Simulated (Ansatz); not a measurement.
# Rh (Rhodium, Fm-3m): thermal expansion from first principles, part 3 of 4

Aim: the lattice, expansion, heat capacity and bulk modulus of Rhodium as it warms.

Ansatz 0.2.0; DFT PBEsol, scalar-relativistic, plane waves, PAW.

So far. Step 4 (Tight relaxation): The residual pressure is 8.5e-5 GPa, small enough for phonons. Step 5 (A new level, relaxed again): The residual pressure is -5.2e-5 GPa, small enough for phonons. The relaxed cell has a = 3.779 Å (conventional setting).

The database entry behind the starting cell differs from later determinations by our own check (an axis about 0.2 % short against later determinations), so it need not match the best structure at ambient conditions.

## Step 6: Phonons on strained cells

The study relaxes the crystal at several strains, solves the phonons on some of them and minimises the free energy at each temperature (static energy, vibrations, the electrons in a metal, and PV under a set pressure); the q-mesh sets how far the force constants reach.

File input.yaml:

```yaml
crystal:
  lattice:
    - [0.0, 1.8897333958, 1.8897333958]
    - [1.8897333958, 0.0, 1.8897333958]
    - [1.8897333958, 1.8897333958, 0.0]
  atoms:
    - { symbol: Rh, position: [0.0, 0.0, 0.0] }
kpoints:
  mp_grid: { grid: [20, 20, 20] }
hamiltonian:
  xc: pbesol
scf:
  occupations: { method: methfessel_paxton, width: 0.2 }
  lower_state_search: "off"
output:
  eigenvalues: true
basis:
  ecutwfc: 550.0
phonons:
  method: dfpt
  qmesh: [4, 4, 4]
  temperatures: { t_max: 1200.0, t_step: 50 }
  thermal_expansion: {}
```

Launch:

```sh
$ ansatz run input.yaml --threads 4 --pin off --max-ram 16384MiB --backend cpu --events-out ev --progress --plain --runs-dir out
```

Numbers of over 12 decimals in the logs are rounded to 6 here.

Log:

```text
[...]
Crystal: 1 atoms, lattice volume = 13.497 Å³
Basis set: ecut = 550 eV, 411 PW (Γ), exchange–correlation on 48×48×48 points (8 copies of the dense FFT grid, shifted against one another)
Bands: 13, of which v1, the nominal top of the filled ones, is band 9 counted from 1 (8 counted from 0)
Symmetry: 48 space group operations
[...]
k-points: 256 of 8000
[...]
SCF iter   1: F=—  HF=-6338.750971 eV  |F-HF|=—  |Δ(HF+E_count)|=         —  Δρ=9.56e-3  dr2=1.00e-2  ethr=1.77e-3  ⟨swp⟩=4.7  Hψ=18095  notcnv=0
[...]
SCF iter   7: F=-6338.748124 eV  HF=-6338.748124 eV  |F-HF|=0.00e0  |Δ(HF+E_count)|=  5.46e-12  S|Δr|=    0.00e0  Δρ=2.09e-7  dr2=1.42e-12  ethr=1.00e-12  ⟨swp⟩=5.6  Hψ=13705  notcnv=0
SCF 1 converged in 7 iterations: F = -6338.748124 eV  dr2 = 1.42e-12
[...]
relax step   1: F+E_penalty+E_count = -6338.74812361 eV  Δ(F+E_penalty+E_count) = +0.000e0 eV  max|allowed force component| = 0.000e0 eV/Å  Δτ_max = 0.0000 Å  (7 SCF iters, accepted)
SCF converged after 7 iterations
[...]
Free energy (F): -6338.748124 eV
[...]
Internal energy: -6338.750034 eV  (E = F + TS)
E sigma→0 (E₀):  -6338.748601 eV
Entropy (-TS):   0.001910 eV (1.910 meV/atom)
Fermi energy:    22.781674 eV
[...]
--- Stress (GPa, compression-positive) ---
       -0.000050       0.000000      -0.000000
        0.000000      -0.000050      -0.000000
       -0.000000       0.000000      -0.000050
  P = ⅓ Tr σ = -0.0001 GPa (-0.001 kbar)
--- Band table (eV; the first three rows and the last of 256) ---
  k-point 0: bands = [... 5 lower, 19.5897, 19.5897, 19.5897, 21.7650, 21.7650, 38.4889, 43.9114, 43.9114]
  k-point 1: bands = [... 5 lower, 19.5426, 19.6309, 19.6309, 21.7412, 21.7412, 38.6403, 43.3698, 44.0623]
  k-point 2: bands = [... 5 lower, 19.4201, 19.7421, 19.7421, 21.6860, 21.6860, 39.0575, 42.1700, 44.5043]
  k-point 255: bands = [... 5 lower, 18.8408, 18.8408, 21.5332, 23.8102, 32.4740, 32.4740, 34.0957, 35.5730]
── thermal expansion: 3 new cells, 3 in all ──
thermal expansion: relaxation of cell 2
thermal expansion: relaxation of cell 3
── thermal expansion: 2 new cells, 5 in all ──
thermal expansion: relaxation of cell 4
thermal expansion: electrons of cell 4
thermal expansion: phonons of cell 4
thermal expansion: relaxation of cell 5
thermal expansion: electrons of cell 1
thermal expansion: electrons of cell 2
thermal expansion: electrons of cell 3
thermal expansion: electrons of cell 5
thermal expansion: phonons of cell 5
── thermal expansion: 5 new cells, 10 in all ──
thermal expansion: relaxation of cell 6
thermal expansion: relaxation of cell 7
thermal expansion: relaxation of cell 8
thermal expansion: relaxation of cell 9
thermal expansion: relaxation of cell 10
thermal expansion: electrons of cell 6
thermal expansion: electrons of cell 7
thermal expansion: electrons of cell 8
thermal expansion: electrons of cell 9
thermal expansion: electrons of cell 10
thermal expansion: phonons of cell 6
thermal expansion: phonons of cell 7
--- Relaxed structure (1 steps of the walk, 1 accepted, 0 SCFs on fresh bases) ---
  F+E_penalty+E_count = -6338.74812361 eV   max|allowed force component| = 0.000e0 eV/Å
  atoms:
    - { symbol: Rh, position: [0.0, 0.0, 0.0] }
--- Thermal expansion: 10 cells in 3 rounds, 0 GPa ---
  no lower state was looked for at cell 4: scf.lower_state_search: off
  without vibrations: a 2.67252, b 2.67252, c 2.67252 Å, V 13.4973 Å³, B 295.96 GPa
  at 0 K: a 2.67535, b 2.67535, c 2.67535 Å, V 13.5402 Å³, B 292.70 GPa
  zero-point expansion: a +0.106, b +0.106, c +0.106, V +0.318 %
      T/K        a/Å        b/Å        c/Å       V/Å³ | expansion of a, b, c, V (1e-6/K)   | that of V in the mean from 25 °C | C_P, C_V (J/mol K of the cell) | B_T, B_S (GPa)
     0.00    2.67535    2.67535    2.67535    13.5402 |    0.00    0.00    0.00    0.00 |   15.83 |     0.000     0.000 |   292.70   292.70
   150.00    2.67661    2.67661    2.67661    13.5594 |    6.47    6.47    6.47   19.41 |   22.35 |    20.149    20.016 |   289.31   291.24
   298.15    2.67957    2.67957    2.67957    13.6044 |    8.08    8.08    8.08   24.25 |       - |    24.720    24.314 |   283.10   287.83
   400.00    2.68185    2.68185    2.68185    13.6391 |    8.55    8.55    8.55   25.65 |   25.03 |    25.902    25.300 |   278.60   285.23
   550.00    2.68539    2.68539    2.68539    13.6933 |    9.07    9.07    9.07   27.20 |   25.94 |    27.110    26.198 |   271.73   281.19
   700.00    2.68915    2.68915    2.68915    13.7508 |    9.55    9.55    9.55   28.65 |   26.77 |    28.166    26.908 |   264.58   276.96
   850.00    2.69310    2.69310    2.69310    13.8116 |   10.05   10.05   10.05   30.14 |   27.59 |    29.220    27.568 |   257.14   272.55
  1000.00    2.69727    2.69727    2.69727    13.8758 |   10.58   10.58   10.58   31.75 |   28.42 |    30.310    28.210 |   249.38   267.95
  1150.00    2.70167    2.70167    2.70167    13.9438 |   11.16   11.16   11.16   33.48 |   29.29 |    31.448    28.835 |   241.30   263.17
  1200.00    2.70319    2.70319    2.70319    13.9674 |   11.37   11.37   11.37   34.10 |   29.58 |    31.838    29.039 |   238.54   261.53
  the static fit leaves 0.000 meV an atom of the energies and, of the stresses, 0.000 GPa of each cell's largest along a strain (root mean squares over the cells), whose Pulay part it has at -0.007 GPa
  vibrations' free energy: its fit passes through its cells
  the electrons' free energy at temperature is in it; its fit leaves 0.0011 meV an atom at the most
  free energies summed between the sampled wave vectors
  estimated error of the fitted expansion in any direction: up to 0.013e-6/K, at 1200 K, with few degrees of freedom (an estimate, not a bound: it was exceeded on models of known expansion)
  by sums over the sampled wave vectors an expansion of the volume parts by up to 0.66e-6/K
  by a static energy of one degree less an expansion of the volume parts by up to 0.06e-6/K
```

Run time: 22 min. Hardware: 4 threads of Arm Neoverse V2, shared host; peak memory 4.6 GiB.

This step gave:

| Quantity | Value |
| --- | --- |
| pressure | -5.04e-5 GPa |
| volume expansion coefficient at 298 K | 24.25 1e-6/K |
| C_P at 298 K | 24.72 J/mol-atom/K |
| entropy at 298 K | 31.55 J/mol-atom/K |
| isothermal bulk modulus at 298 K | 283.1 GPa |
| Grüneisen parameter at 298 K | 2.314 |
| volume at 298 K | 13.60 Å³/atom |
| principal linear expansion coefficients at 298 K | 8.084, 8.084, 8.084 1e-6/K |

Strained cells of the study; zero-point energy where phonons were solved; the pressures are stresses at a fixed cutoff and can carry an offset from the finite basis. Expansion cells, by row:

| cell | \|a\| (Å) | \|b\| (Å) | \|c\| (Å) | V (Å³/atom) | E - E_lowest (meV/atom) | pressure, compression positive (GPa) | gap (eV) | zero-point energy (meV/atom) |
| --- | --- | --- | --- | --- | --- | --- | --- | --- |
| 1 | 2.672 | 2.672 | 2.672 | 13.5 | 0 | -0.007 | - | - |
| 2 | 2.694 | 2.694 | 2.694 | 13.82 | 6.953 | -6.665 | - | - |
| 3 | 2.651 | 2.651 | 2.651 | 13.18 | 7.305 | 7.514 | - | - |
| 4 | 2.673 | 2.673 | 2.673 | 13.5 | 0.001 | -0.094 | - | 33.33 |
| 5 | 2.686 | 2.686 | 2.686 | 13.7 | 2.858 | -4.352 | - | 32.16 |
| 6 | 2.7 | 2.7 | 2.7 | 13.91 | 11.24 | -8.359 | - | 30.97 |
| 7 | 2.713 | 2.713 | 2.713 | 14.13 | 24.74 | -12.02 | - | 29.81 |
| 8 | 2.646 | 2.646 | 2.646 | 13.1 | 11.29 | 9.453 | - | - |
| 9 | 2.659 | 2.659 | 2.659 | 13.3 | 2.724 | 4.501 | - | - |
| 10 | 2.734 | 2.734 | 2.734 | 14.45 | 54.13 | -16.97 | - | - |

Quasi-harmonic; a, b, c are the run's own cell vectors. Expansion, by row:

| T (K) | a (Å) | b (Å) | c (Å) | alpha (deg) | beta (deg) | gamma (deg) | cell volume (Å³/cell) | alpha_a (1e-6/K) | alpha_b (1e-6/K) | alpha_c (1e-6/K) | alpha_V (1e-6/K) | C_P (J/mol-atom/K) | C_V (J/mol-atom/K) | S (J/mol-atom/K) | B_T (GPa) | B_S (GPa) | Grueneisen | extrapolation | fit error (1e-6/K) |
| --- | --- | --- | --- | --- | --- | --- | --- | --- | --- | --- | --- | --- | --- | --- | --- | --- | --- | --- | --- |
| 0 | 2.675 | 2.675 | 2.675 | 60 | 60 | 60 | 13.54 | 0 | 0 | 0 | 0 | 0 | 0 | 0 | 292.7 | 292.7 | - | 0 | 0 |
| 50 | 2.675 | 2.675 | 2.675 | 60 | 60 | 60 | 13.54 | 1.51 | 1.51 | 1.51 | 4.53 | 5.017 | 5.014 | 1.771 | 292.5 | 292.6 | 2.153 | 0 | 0 |
| 100 | 2.676 | 2.676 | 2.676 | 60 | 60 | 60 | 13.55 | 4.82 | 4.82 | 4.82 | 14.45 | 15.22 | 15.17 | 8.689 | 291.2 | 292.1 | 2.262 | 0 | 0 |
| 150 | 2.677 | 2.677 | 2.677 | 60 | 60 | 60 | 13.56 | 6.47 | 6.47 | 6.47 | 19.41 | 20.15 | 20.02 | 15.92 | 289.3 | 291.2 | 2.291 | 0 | 0 |
| 200 | 2.678 | 2.678 | 2.678 | 60 | 60 | 60 | 13.57 | 7.29 | 7.29 | 7.29 | 21.87 | 22.53 | 22.3 | 22.08 | 287.3 | 290.2 | 2.303 | 0 | 0 |
| 250 | 2.679 | 2.679 | 2.679 | 60 | 60 | 60 | 13.59 | 7.77 | 7.77 | 7.77 | 23.31 | 23.87 | 23.55 | 27.27 | 285.2 | 289 | 2.309 | 0 | 0 |
| 298.1 | 2.68 | 2.68 | 2.68 | 60 | 60 | 60 | 13.6 | 8.08 | 8.08 | 8.08 | 24.25 | 24.72 | 24.31 | 31.55 | 283.1 | 287.8 | 2.314 | 0 | 0 |
| 300 | 2.68 | 2.68 | 2.68 | 60 | 60 | 60 | 13.61 | 8.09 | 8.09 | 8.09 | 24.28 | 24.75 | 24.34 | 31.7 | 283 | 287.8 | 2.314 | 0 | 0 |
| 350 | 2.681 | 2.681 | 2.681 | 60 | 60 | 60 | 13.62 | 8.34 | 8.34 | 8.34 | 25.03 | 25.39 | 24.88 | 35.56 | 280.8 | 286.5 | 2.317 | 0 | 0 |
| 400 | 2.682 | 2.682 | 2.682 | 60 | 60 | 60 | 13.64 | 8.55 | 8.55 | 8.55 | 25.65 | 25.9 | 25.3 | 38.99 | 278.6 | 285.2 | 2.32 | 0 | 0 |
| 450 | 2.683 | 2.683 | 2.683 | 60 | 60 | 60 | 13.66 | 8.73 | 8.73 | 8.73 | 26.2 | 26.34 | 25.64 | 42.07 | 276.3 | 283.9 | 2.322 | 0 | 0.01 |
| 500 | 2.684 | 2.684 | 2.684 | 60 | 60 | 60 | 13.67 | 8.9 | 8.9 | 8.9 | 26.71 | 26.74 | 25.93 | 44.86 | 274.1 | 282.6 | 2.324 | 0 | 0.01 |
| 550 | 2.685 | 2.685 | 2.685 | 60 | 60 | 60 | 13.69 | 9.07 | 9.07 | 9.07 | 27.2 | 27.11 | 26.2 | 47.43 | 271.7 | 281.2 | 2.327 | 0 | 0.01 |
| 600 | 2.687 | 2.687 | 2.687 | 60 | 60 | 60 | 13.71 | 9.23 | 9.23 | 9.23 | 27.68 | 27.47 | 26.45 | 49.8 | 269.4 | 279.8 | 2.329 | 0 | 0.01 |
| 650 | 2.688 | 2.688 | 2.688 | 60 | 60 | 60 | 13.73 | 9.39 | 9.39 | 9.39 | 28.16 | 27.82 | 26.68 | 52.02 | 267 | 278.4 | 2.331 | 0 | 0.01 |
| 700 | 2.689 | 2.689 | 2.689 | 60 | 60 | 60 | 13.75 | 9.55 | 9.55 | 9.55 | 28.65 | 28.17 | 26.91 | 54.09 | 264.6 | 277 | 2.333 | 0 | 0.01 |
| 750 | 2.69 | 2.69 | 2.69 | 60 | 60 | 60 | 13.77 | 9.71 | 9.71 | 9.71 | 29.14 | 28.52 | 27.13 | 56.05 | 262.1 | 275.5 | 2.335 | 0 | 0.01 |
| 800 | 2.692 | 2.692 | 2.692 | 60 | 60 | 60 | 13.79 | 9.88 | 9.88 | 9.88 | 29.64 | 28.86 | 27.35 | 57.9 | 259.6 | 274 | 2.337 | 0 | 0.01 |
| 850 | 2.693 | 2.693 | 2.693 | 60 | 60 | 60 | 13.81 | 10.05 | 10.05 | 10.05 | 30.14 | 29.22 | 27.57 | 59.66 | 257.1 | 272.6 | 2.339 | 0 | 0.01 |
| 900 | 2.694 | 2.694 | 2.694 | 60 | 60 | 60 | 13.83 | 10.22 | 10.22 | 10.22 | 30.67 | 29.58 | 27.78 | 61.34 | 254.6 | 271 | 2.341 | 0 | 0.01 |
| 950 | 2.696 | 2.696 | 2.696 | 60 | 60 | 60 | 13.85 | 10.4 | 10.4 | 10.4 | 31.2 | 29.94 | 28 | 62.95 | 252 | 269.5 | 2.343 | 0 | 0.01 |
| 1000 | 2.697 | 2.697 | 2.697 | 60 | 60 | 60 | 13.88 | 10.58 | 10.58 | 10.58 | 31.75 | 30.31 | 28.21 | 64.49 | 249.4 | 267.9 | 2.345 | 0 | 0.01 |
| 1050 | 2.699 | 2.699 | 2.699 | 60 | 60 | 60 | 13.9 | 10.77 | 10.77 | 10.77 | 32.31 | 30.68 | 28.42 | 65.98 | 246.7 | 266.4 | 2.348 | 0 | 0.01 |
| 1100 | 2.7 | 2.7 | 2.7 | 60 | 60 | 60 | 13.92 | 10.96 | 10.96 | 10.96 | 32.89 | 31.06 | 28.63 | 67.42 | 244 | 264.8 | 2.35 | 0 | 0.01 |
| 1150 | 2.702 | 2.702 | 2.702 | 60 | 60 | 60 | 13.94 | 11.16 | 11.16 | 11.16 | 33.48 | 31.45 | 28.84 | 68.81 | 241.3 | 263.2 | 2.353 | 0 | 0.01 |
| 1200 | 2.703 | 2.703 | 2.703 | 60 | 60 | 60 | 13.97 | 11.37 | 11.37 | 11.37 | 34.1 | 31.84 | 29.04 | 70.15 | 238.5 | 261.5 | 2.356 | 0 | 0.01 |

Expansion coefficient against temperature; values in 1e-6/K:

| temperature (K) | volume | principal 1 |
| --- | --- | --- |
| 0 | 0 | 0 |
| 50 | 4.53 | 1.51 |
| 100 | 14.4 | 4.82 |
| 150 | 19.4 | 6.47 |
| 200 | 21.9 | 7.29 |
| 250 | 23.3 | 7.77 |
| 298 | 24.2 | 8.08 |
| 300 | 24.3 | 8.09 |
| 350 | 25.0 | 8.34 |
| 400 | 25.6 | 8.55 |
| 450 | 26.2 | 8.73 |
| 500 | 26.7 | 8.9 |
| 550 | 27.2 | 9.07 |
| 600 | 27.7 | 9.23 |
| 650 | 28.2 | 9.39 |
| 700 | 28.6 | 9.55 |
| 750 | 29.1 | 9.71 |
| 800 | 29.6 | 9.88 |
| 850 | 30.1 | 10.1 |
| 900 | 30.7 | 10.2 |
| 950 | 31.2 | 10.4 |
| 1000 | 31.8 | 10.6 |
| 1050 | 32.3 | 10.8 |
| 1100 | 32.9 | 11.0 |
| 1150 | 33.5 | 11.2 |
| 1200 | 34.1 | 11.4 |

At 298 K the volume expansion is 24.3 × 10⁻⁶/K and B_T is 283 GPa. The q-mesh is coarse, so this is a first estimate.

## Step 7: The quasi-harmonic study, cutoff 487.2 eV, k-mesh 32×32×32

Thermal expansion follows from how the free energy of the vibrations (and of the electrons in a metal) changes with strain, so the program makes strained cells, their phonons and a fit in one run.

input.yaml, the sections that differ from step 6:

```yaml
crystal:
  lattice:
    - [0.0, 1.8897979426, 1.8897979426]
    - [1.8897979426, 0.0, 1.8897979426]
    - [1.8897979426, 1.8897979426, 0.0]
  atoms:
    - { symbol: Rh, position: [0.0, 0.0, 0.0] }
kpoints:
  mp_grid: { grid: [32, 32, 32] }
# hamiltonian, scf, output, phonons: as in step 6
# basis: removed
```

Log:

```text
The last accepted step is kept in <dir> (removed where the run ends without a failure and the disk answers)
Engine: ansatz 0.2.0, aarch64-unknown-linux-gnu
Pseudopotentials: kind: paw
Pseudopotential: Rh, paw, valence charge 17, recommended cutoff 420 eV (normal), Rh.paw.azcp
Functional definition: PBEsol
  exchange = pbesol_x
  correlation = pbesol_c
Crystal: 1 atoms, lattice volume = 13.498 Å³
Basis set: ecut = 487.2 eV, 331 PW (Γ), exchange–correlation on 40×40×40 points (8 copies of the dense FFT grid, shifted against one another)
Bands: 13, of which v1, the nominal top of the filled ones, is band 9 counted from 1 (8 counted from 0)
Symmetry: 48 space group operations
Space group: Fm-3m (ITA 225), of the structure as read, at distance tolerance 2.4e-5 Å
k-points: 897 of 32768
Non-local potential: Rh, projectors of the file, l = 0: 3, l = 1: 2, l = 2: 2, l = 3: 1
PAW form: soft (Blöchl's): semilocal exchange-correlation on the pseudo side does not see the compensation charge
PAW frozen core: Rh, regenerated for the run's functional, and the local potential with it (the file was generated under x = pbe(κ = 0.804, μ = 0.219515), c = pbe(β = 0.066725))
PAW one-centre angular grid: Rh, 590 points (default); XC on 64 Gauss nodes
Initial density: superposition of atomic densities (neutral atoms: chi_scale 0, normalization atom), corrected by the library's trained network
Initial wavefunctions: pseudopotential atomic-orbital guess
Functional: x = pbesol(κ = 0.804, μ = 0.123457), c = pbesol(β = 0.046)
SCF iter   1: F=—  HF=-6338.750202 eV  |F-HF|=—  |Δ(HF+E_count)|=         —  Δρ=9.76e-3  dr2=1.05e-2  ethr=1.77e-3  ⟨swp⟩=4.7  Hψ=62698  notcnv=0
preconditioner: auto → none  [metal: Δε(μ)=0.001 eV  Ē_g=14.167 eV  σ=0.200 eV  W_gap=0.00  n_scr=0 (ndim 8)  ℏωp=30.3 eV  f_vac=0.000  D(μ)=1.26/eV (n_scr^D=14)]
SCF iter   2: F=—  HF=-6338.747427 eV  |F-HF|=—  |Δ(HF+E_count)|=   2.78e-3  S|Δr|=    0.00e0  Δρ=3.74e-3  dr2=1.12e-3  ethr=6.20e-5  ⟨swp⟩=2.6  Hψ=24765  notcnv=0
SCF iter   3: F=—  HF=-6338.747102 eV  |F-HF|=—  |Δ(HF+E_count)|=   3.24e-4  S|Δr|=    0.00e0  Δρ=1.36e-3  dr2=4.37e-5  ethr=6.60e-6  ⟨swp⟩=2.4  Hψ=17142  notcnv=0
SCF iter   4: F=—  HF=-6338.747095 eV  |F-HF|=—  |Δ(HF+E_count)|=   6.95e-6  S|Δr|=    0.00e0  Δρ=1.10e-4  dr2=5.19e-7  ethr=2.57e-7  ⟨swp⟩=2.2  Hψ=19282  notcnv=0
SCF iter   5: F=—  HF=-6338.747096 eV  |F-HF|=—  |Δ(HF+E_count)|=   1.12e-6  S|Δr|=    0.00e0  Δρ=1.79e-5  dr2=6.33e-9  ethr=3.06e-9  ⟨swp⟩=2.0  Hψ=18696  notcnv=0
SCF iter   6: F=—  HF=-6338.747096 eV  |F-HF|=—  |Δ(HF+E_count)|=   3.53e-9  S|Δr|=    0.00e0  Δρ=3.16e-6  dr2=2.23e-10  ethr=3.73e-11  ⟨swp⟩=2.1  Hψ=15887  notcnv=0
[...]
E_nonlocal   = 356.209559
  E_hartree    = 540.435067
  E_xc         = -220.864877
  E_vxc        = -278.303451  (∫ρ·V_xc dr)
  E_paw        = -3523.781352  (= ΣΔE_a)
  E_vpaw       = -271.566045  (= ΣTr[D̂ρ^β])
  E_aug_tail   = 0.000667  (compensation charges beyond the density's cutoff)
  E_ewald      = -2524.065117
  E_core_change = 0.276200  (= ΣΔE_core)
  E_smearing   = 0.000154  (= −TS)
  E_closure    = -0.000000  (closes the sum)
  Σ components = -6338.747096   (vs F -6338.747096, Δ=0.00e0)
--- Forces (eV/Å), atoms counted from 1 ---
  atom   1  Rh    -0.00000000     0.00000000    -0.00000000
  max |Σ_I F_I| component: 1.19e-31 eV/Å
--- Stress (GPa, compression-positive) ---
        0.001019       0.000000       0.000000
        0.000000       0.001019       0.000000
        0.000000      -0.000000       0.001019
  P = ⅓ Tr σ = 0.0010 GPa (0.010 kbar)
--- Band table (eV; the first three rows and the last of 897) ---
  k-point 0: bands = [... 5 lower, 19.5853, 19.5853, 19.5853, 21.7597, 21.7597, 38.4864, 43.9078, 43.9078]
  k-point 1: bands = [... 5 lower, 19.5665, 19.6016, 19.6016, 21.7501, 21.7501, 38.5463, 43.6827, 43.9670]
  k-point 2: bands = [... 5 lower, 19.5131, 19.6488, 19.6488, 21.7238, 21.7238, 38.7202, 43.1031, 44.1429]
  k-point 896: bands = [... 5 lower, 18.8370, 18.8370, 21.5283, 23.8045, 32.4695, 32.4695, 34.0910, 35.5679]
── thermal expansion: 3 new cells, 3 in all ──
thermal expansion: relaxation of cell 2
thermal expansion: relaxation of cell 3
── thermal expansion: 2 new cells, 5 in all ──
thermal expansion: relaxation of cell 4
thermal expansion: electrons of cell 4
thermal expansion: phonons of cell 4
thermal expansion, phonons of cell 4: phonons.qmesh, q = [0.0000, 0.2500, -0.5000]: its response loops start from zero, take more passes and end by a threshold: the memory limit or budget leaves too little room for the subspace of the ground state's own states beside the solves, or none could be made (phonons.method)
thermal expansion: relaxation of cell 5
thermal expansion: electrons of cell 1
thermal expansion: electrons of cell 2
thermal expansion: electrons of cell 3
thermal expansion: electrons of cell 5
thermal expansion: phonons of cell 5
thermal expansion, phonons of cell 5: phonons.qmesh, q = [0.0000, 0.2500, -0.5000]: its response loops start from zero, take more passes and end by a threshold: the memory limit or budget leaves too little room for the subspace of the ground state's own states beside the solves, or none could be made (phonons.method)
── thermal expansion: 5 new cells, 10 in all ──
thermal expansion: relaxation of cell 6
thermal expansion: relaxation of cell 7
thermal expansion: relaxation of cell 8
thermal expansion: relaxation of cell 9
thermal expansion: relaxation of cell 10
thermal expansion: electrons of cell 6
thermal expansion: electrons of cell 7
thermal expansion: electrons of cell 8
thermal expansion: electrons of cell 9
thermal expansion: electrons of cell 10
thermal expansion: phonons of cell 6
thermal expansion, phonons of cell 6: phonons.qmesh, q = [0.0000, 0.2500, -0.5000]: its response loops start from zero, take more passes and end by a threshold: the memory limit or budget leaves too little room for the subspace of the ground state's own states beside the solves, or none could be made (phonons.method)
[key lines of the parts left out:]
SCF converged after 7 iterations
Free energy (F): -6338.747096 eV
Fermi energy:    22.775652 eV
```

Run time: 55 min. Hardware: 4 threads; peak memory 11 GiB.

The run was cut off at its time limit.

(Continued in part 4 of 4.)

[Logs are printed without paths, hosts, clocks, repeated set-up lines and the standing remarks that a program may print on its own settings, such as how far it seeks lower states.]

[Hosts, paths, dates, database ids (printed as entryN), source tags and the programs' standing remarks are cut or masked in the printed files.]

[A step with changed settings may run another functional than the one named; its input shows which.]
